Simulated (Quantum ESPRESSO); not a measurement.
# Energy mapping worked by hand: NiS

Aim: get Heisenberg couplings of NiS from the energies of collinear orders, with pencil and paper, and test them on an order left out of the fit.

Method: LDA with U = 6 eV on Ni d (ortho-atomic projectors); plane waves with GBRV 1.5 LDA potentials, no spin-orbit coupling, in Quantum ESPRESSO 7.5.

The database entry behind the starting cell differs from later determinations by our own check (about 0.4 % short), so it need not match the best structure at ambient conditions.

## (1) Starting point

It takes space group P6_3/mmc (No. 194, hexagonal). Conventional cell: a = 3.425 Å, b = 3.425 Å, c = 5.340 Å, α = 90.00°, β = 90.00°, γ = 120.00°. Ni has 6 S at 2.39 Å and 2 Ni at 2.67 Å nearest. Nearest to S lie 6 Ni at 2.39 Å. Farther neighbours and most contacts between anions are not listed.

The cell comes from the Crystallography Open Database.

## (2) The parallel order

All energies count from this run.

Input file pw.in:

```
&CONTROL
  calculation = 'scf'
  prefix = 'pwscf'
  outdir = './tmp'
  pseudo_dir = './pseudo'
  disk_io = 'nowf'
/
&SYSTEM
  ibrav = 0
  nat = 4
  ntyp = 2
  ecutwfc = 40
  ecutrho = 280
  nbnd = 35
  occupations = 'smearing'
  smearing = 'fd'
  degauss = 0.00367493
  nspin = 2
  starting_magnetization(1) = 0.1111
  starting_magnetization(2) = 0
/
&ELECTRONS
  conv_thr = 8d-09
  electron_maxstep = 150
  mixing_beta = 0.3
/
ATOMIC_SPECIES
Ni     58.6934 ni_lda_v1.4.uspp.F.UPF
S      32.0600 s_lda_v1.4.uspp.F.UPF
CELL_PARAMETERS angstrom
   3.4250000000    0.0000000000    0.0000000000
  -1.7125000000    2.9661370080    0.0000000000
   0.0000000000    0.0000000000    5.3400000000
ATOMIC_POSITIONS crystal
Ni      0.0000000000    0.0000000000    0.0000000000
Ni      0.0000000000    0.0000000000    0.5000000000
S       0.3333333333    0.6666666667    0.2500000000
S       0.6666666667    0.3333333333    0.7500000000
K_POINTS automatic
6 6 6 0 0 0
HUBBARD {ortho-atomic}
U Ni-3d 6.0000
```

On the command line:

```console
> OMP_NUM_THREADS=1 mpirun -n 4 pw.x -nk 4 -in pw.in > pw.out
```

What it wrote:

```text
Program PWSCF v.7.5 starts
     [... lines left out ...]
     number of atoms/cell      =            4
     [... lines left out ...]
     number of electrons       =        48.00
     number of Kohn-Sham states=           35
     kinetic-energy cutoff     =      40.0000  Ry
     charge density cutoff     =     280.0000  Ry
     scf convergence threshold =      8.0E-09
     [... lines left out ...]
     24 Sym. Ops., with inversion, found (12 have fractional translation)
     [... lines left out ...]
     number of k points=    28  Fermi-Dirac smearing, width (Ry)=  0.0037
     [... lines left out ...]
     iteration # 47     ecut=    40.00 Ry     beta= 0.30
     [... lines left out ...]
     Magnetic moment per site  (integrated on atomic sphere of radius R)
     atom   1 (R=0.287)  charge= 16.4027  magn=  1.3126
     atom   2 (R=0.287)  charge= 16.4027  magn=  1.3126
     atom   3 (R=0.287)  charge=  4.0912  magn=  0.2137
     atom   4 (R=0.287)  charge=  4.0912  magn=  0.2137
     [... lines left out ...]
     Tr[ns(  1)] (up, down, total) =   4.89904  3.62335  8.52239
     [... lines left out ...]
     Tr[ns(  2)] (up, down, total) =   4.89904  3.62335  8.52239
     [... lines left out ...]
     the Fermi energy is    12.4095 ev
!    total energy              =    -734.26823632 Ry
     estimated scf accuracy    <          1.1E-09 Ry
     smearing contrib. (-TS)   =      -0.00135949 Ry
     [... lines left out ...]
     total magnetization       =     3.24 Bohr mag/cell
     absolute magnetization    =     3.25 Bohr mag/cell
     convergence has been achieved in  47 iterations
   JOB DONE.
```

Elapsed: 39 s, on 4 MPI ranks of Intel Xeon 6975P-C (Granite Rapids), shared host; peak memory 0.45 GiB; 2.6 min of CPU time.

Spin moment in the atom's sphere by atom:

| atom | spin moment in the atom's sphere (μB) |
| --- | --- |
| Ni1 | 1.31 |
| Ni2 | 1.31 |
| S3 | 0.21 |
| S4 | 0.21 |

Numbers from this step:

| Item | Value |
| --- | --- |
| smearing term TS | 0.01850 eV |
| magnetization | 3.245 μB |
| absolute magnetization | 3.253 μB |
| final state | ferromagnetic |

## (3) The orders used for the fit

The other orders were run with the same settings, on meshes that hold the same points. Free energies are divided by the number of Ni atoms; q is in fractions of the reciprocal vectors of the first run's cell.

| order | atoms | mesh | free energy (eV) | eV per Ni | largest moment (μB) |
| --- | --- | --- | --- | --- | --- |
| F ++ | 4 | 6×6×6 | -9990.2283 | -4995.1141 | 1.31 |
| AF q=(0,1/2,0) +--+ | 8 | 6×3×6 | -19981.0979 | -4995.2745 | 1.36 |

## (4) Counting neighbours

With E = −Σ J e_i·e_j over ordered pairs of unit vectors, turning a neighbour from parallel to opposed costs 2J a Ni atom. So an order lies 2 Σ n J over the parallel one, n being the opposed neighbours in each shell.

| shell | distance (Å) | neighbours | opposed in AF q=(0,1/2,0) +--+ | opposed in AF q=(0,0,1/2) +-+- |
| --- | --- | --- | --- | --- |
| J1 | 2.67 | 2 | 2 | 1 |
| J2 | 3.42 | 6 | 4 | 0 |

Only J1 is kept, as an effective coupling that takes up all reversed shells.

## (5) Solving

```
2 × 2 × J1 = -160.3 meV    (AF q=(0,1/2,0) +--+)
J1 = -40.08 meV
```

## (6) The test

The couplings now give the orders that were left out:

```
2 × 1 × (-40.08) = -80.2 meV    (AF q=(0,0,1/2) +-+-)
```

The runs themselves:

| order | atoms | mesh | free energy (eV) | eV per Ni | largest moment (μB) | over the parallel order (meV) | foretold (meV) |
| --- | --- | --- | --- | --- | --- | --- | --- |
| AF q=(0,0,1/2) +-+- | 8 | 6×6×3 | -19981.1979 | -4995.2995 | 1.33 | -185.3 | -80.2 |

## (7) One more shell

One way to take up the miss is the next shell. Both differences then fix both couplings, and no order is left for a test.

```
2 × 2 × J1 + 2 × 4 × J2 = -160.3 meV    (AF q=(0,1/2,0) +--+)
2 × 1 × J1 = -185.3 meV    (AF q=(0,0,1/2) +-+-)
J1 = -92.65 meV
J2 = +26.29 meV
```

## (8) What came out

```json
{
  "effective J1 (Ni–Ni at 2.67 Å)": "-40.1 meV",
  "largest miss on the orders left out": "105 meV",
  "J1 with two shells": "-92.7 meV",
  "J2 with two shells": "26.3 meV"
}
```

What this shows: The model misses the order left out by 105 meV, 57 % of the largest energy difference, so it fails: these couplings alone don't describe the crystal. With the next shell added the couplings are J1 = -92.65 and J2 = +26.29 meV, untested. The largest moment changes by 3.4 % between the orders. Shells that were dropped are folded into the couplings or show in the miss.

[Logs and program files are shortened in this print: banners, set-up blocks, solver, clock and traceback lines can be left out without a mark of their own.]

[Logs are printed without paths, hosts, clocks, repeated set-up lines and the standing remarks that a program may print on its own settings, such as how far it seeks lower states.]

[Hosts, paths, dates, database ids (printed as entryN), source tags and the programs' standing remarks are cut or masked in the printed files.]

[Where a cell is said to come from a database of computed structures, the database is the Materials Project.]
